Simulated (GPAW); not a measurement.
Consider NaHF2 (R-3m).

```
Na F H
1.0
     1.73700    1.00286    4.58333
    -1.73700    1.00286    4.58333
     0.00000   -2.00571    4.58333
Na F H
1 2 1
Direct
  0.00000 0.00000 0.00000
  0.58240 0.58240 0.58240
  0.41760 0.41760 0.41760
  0.50000 0.50000 0.50000
```

Absorber: atom 2, with 1 H at 1.13 Å and 3 Na at 2.32 Å (distorted tetrahedral, site symmetry 3m). Method: GPAW, LDA, full core hole (charged cell), 24-atom cell with 6.9 Å between holes, 4×4×4 k points, dipole transitions, Gaussian full width 0.9 eV up to 4 eV, rising linearly to 3.5 eV at 25 eV.

Question: What does the F K edge look like?

Main maxima up to 24 eV above the zero (height): 3.8 eV (2.07), 5.3 eV (1.94), 6.7 eV (2.32), 12.4 eV (1.04) and 17.2 eV (0.92). A K edge sees empty p states on the absorber. The total-energy difference plus the lowest empty eigenvalue puts the zero at 691.07 eV. One term is added: -9.89 eV, since the hole is spin-paired here and a spin-polarised one costs that much less in the free atom (computed apart). The photon energy is then 681.18 eV. The functional and the charged cell's background leave an error in such absolute values: in the free atom LDA prices this hole 4.7 eV below PBE (computed apart), and PBE is itself good to a few eV.

The F K spectrum (energy from the lowest empty level; intensity scaled to a mean of 1 over the first 20 eV; polarised curves are means over the symmetry-equivalent atoms):

```csv
E (eV),isotropic,ε ⊥ c,ε ∥ c
-2.0,0.00,0.00,0.00
-1.4,0.00,0.00,0.00
-0.8,0.00,0.00,0.00
-0.2,0.01,0.00,0.03
0.4,0.09,0.02,0.24
1.0,0.21,0.04,0.55
1.6,0.27,0.19,0.42
2.2,0.80,0.78,0.84
2.8,1.37,1.39,1.32
3.4,1.84,1.75,2.01
4.0,1.97,1.64,2.64
4.6,1.60,1.25,2.31
5.2,1.92,1.54,2.69
5.8,1.87,1.18,3.26
6.4,2.22,0.98,4.70
7.0,2.15,0.96,4.55
7.6,1.48,0.81,2.81
8.2,1.01,0.69,1.64
8.8,0.74,0.60,1.02
9.4,0.62,0.57,0.71
10.0,0.60,0.62,0.56
10.6,0.64,0.74,0.46
11.2,0.75,0.92,0.43
11.8,0.94,1.17,0.47
12.4,1.04,1.30,0.52
13.0,0.93,1.13,0.52
13.6,0.71,0.83,0.48
14.2,0.55,0.62,0.42
14.8,0.51,0.59,0.36
15.4,0.60,0.73,0.33
16.0,0.75,0.95,0.35
16.6,0.88,1.12,0.39
17.2,0.92,1.17,0.44
17.8,0.89,1.10,0.47
18.4,0.81,0.98,0.48
19.0,0.74,0.87,0.48
19.6,0.68,0.79,0.47
20.2,0.66,0.75,0.48
20.8,0.65,0.73,0.49
21.4,0.65,0.73,0.50
22.0,0.65,0.72,0.50
22.6,0.64,0.71,0.51
23.2,0.64,0.69,0.53
23.8,0.64,0.68,0.55
24.4,0.65,0.69,0.58
25.0,0.68,0.71,0.61
25.6,0.71,0.75,0.63
26.2,0.75,0.79,0.66
26.8,0.78,0.81,0.70
27.4,0.79,0.82,0.74
28.0,0.79,0.80,0.78
28.6,0.78,0.77,0.82
29.2,0.77,0.73,0.85
29.8,0.74,0.69,0.84
30.4,0.70,0.65,0.81
31.0,0.66,0.62,0.75
31.6,0.62,0.59,0.68
```

The mesh is coarse (0.27 Å⁻¹ between points), so small maxima may be mesh ripples. Lifetime broadening is put in by hand, and intensities beyond about 20 eV depend on it and on the partial waves; weight that the partial waves miss at high energy is lost. The structure is a published determination, not relaxed.

[Banner, clock and machine lines of the logs are left out without a mark of their own.]

[Logs are printed without paths, hosts, clocks, repeated set-up lines and the standing remarks that a program may print on its own settings, such as how far it seeks lower states.]

[Hosts, paths, dates, database ids (printed as entryN), source tags and the programs' standing remarks are cut or masked in the printed files.]

[Lists of maxima count a maximum above −3 eV only where it reaches 4 % of the highest in the window and stands out from its surroundings by 2 % of it (1.5 % where it reaches 55 %); shoulders and weaker maxima are passed over, and of the rest the first, up to two pre-edge ones and the few strongest are named.]
